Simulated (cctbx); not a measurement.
**What is wrong with this refinement?**

Cell a = 7.2810 Å, b = 7.2490 Å, c = 15.6800 Å, α = 90.00°, β = 102.16°, γ = 90.00°; space group Pc (no. 7). The compound is CrInI7.

Simulated single-crystal data (cctbx): Mo Kα, λ = 0.71073 Å, to d = 0.6 Å, 95 % of the full sphere, strongest reflection 20000 counts, noise from counting, a 2 % proportional error and a noise floor of 15 counts (s.d.); no absorption.

An anisotropic refinement with weights 1/σ² prints:

```text
Rint 0.019, 417 unique reflections to 1.60 A
cycle     R1     wR2    GooF  max shift (A)
   1  0.0134  0.0299   1.012   0.00552
   2  0.0123  0.0272   0.923   0.00022
final R1 0.0123 wR2 0.0272 GooF 0.923  parameters 81  data/parameter 5.1
atom        x        y        z      Ueq    occ   su(xyz)  su(Uiso or U11)
I1     0.63547  0.10994  0.48861   0.0040  1.000  0.00033  0.0017
I2     0.28016  0.61400  0.46393   0.0060  1.000  0.00027  0.0018
I3     0.68089  0.66090  0.32956   0.0076  1.000  0.00028  0.0018
I4     0.03893  0.10772  0.34561   0.0056  1.000  0.00032  0.0019
I5     0.87452  0.63331  0.61747   0.0058  1.000  0.00029  0.0019
I6     0.48999  0.16578  0.21857   0.0048  1.000  0.00027  0.0017
I7     0.20363  0.18568  0.62111   0.0059  1.000  0.00033  0.0017
In1    0.71266  0.00231  0.34247   0.0060  1.000  0.00033  0.0016
Cr1    0.99727  0.41094  0.49675   0.0064  1.000  0.00070  0.0035  NPD
difference map: max 0.24 min -0.20 rms 0.06
Q1    0.0025  0.2982  0.7977    2    0.24  2.51 A from I3
Q2    0.1712  0.2604  0.7519    2    0.22  2.18 A from I7
Q3    0.7193  0.3007  0.6740    2    0.21  2.53 A from I3
Q4    0.3009  0.1233  0.2541    2    0.21  1.62 A from I6
Q5    0.5937  0.2639  0.0928    2    0.20  2.13 A from I5
Q6    0.8647  0.3110  0.2490    2    0.18  2.12 A from I5
```

Q: Accept it or mend it, and why?

Mend it. The fault: data cut at low resolution. Against the right model at the same level, R1 goes from 0.0247 to 0.0123 and GooF from 0.93 to 0.92 and Cr1 goes non-positive-definite. The atoms are right, but there are too few data for the parameters: R1 flatters and the s.u.s grow. Data per parameter fall from 96 to 5.1.

The compound is CrInI7. The right model at the same level gives:

```text
Rint 0.035, 7772 unique reflections to 0.60 A
cycle     R1     wR2    GooF  max shift (A)
   1  0.0269  0.0528   1.016   0.00107
   2  0.0247  0.0484   0.931   0.00000
final R1 0.0247 wR2 0.0484 GooF 0.931  parameters 81  data/parameter 96.0
atom        x        y        z      Ueq    occ   su(xyz)  su(Uiso or U11)
I1     0.63526  0.10961  0.48878   0.0043  1.000  0.00004  0.0001
I2     0.28003  0.61433  0.46410   0.0057  1.000  0.00004  0.0001
I3     0.68067  0.66069  0.32942   0.0068  1.000  0.00005  0.0001
I4     0.03907  0.10776  0.34568   0.0051  1.000  0.00004  0.0001
I5     0.87460  0.63293  0.61749   0.0047  1.000  0.00004  0.0001
I6     0.49009  0.16615  0.21837   0.0046  1.000  0.00004  0.0001
I7     0.20367  0.18545  0.62096   0.0050  1.000  0.00004  0.0001
In1    0.71284  0.00221  0.34248   0.0053  1.000  0.00005  0.0001
Cr1    0.99745  0.41156  0.49703   0.0073  1.000  0.00012  0.0003
Flack x: 0.05(6)
Hooft y: 0.080(55)  Bijvoet pairs: 3859
difference map: max 1.61 min -1.58 rms 0.35
Q1    0.5365  0.4004  0.3241    2    1.62  2.15 A from I3
Q2    0.0859  0.3614  0.3877    2    1.53  1.96 A from I4
Q3    0.7067  0.1480  0.5581    2    1.50  1.14 A from I1
Q4    0.5151  0.0505  0.4270    2    1.50  1.24 A from I1
Q5    0.2172  0.1289  0.2350    2    1.46  2.08 A from I6
Q6    0.9140  0.2210  0.6242    2    1.45  2.14 A from I7
```

This is a model crystal, built by substitution and not relaxed, with assumed displacement parameters.

[Middle refinement cycles are left out of these outputs.]

[Logs are printed without paths, hosts, clocks, repeated set-up lines and the standing remarks that a program may print on its own settings, such as how far it seeks lower states.]
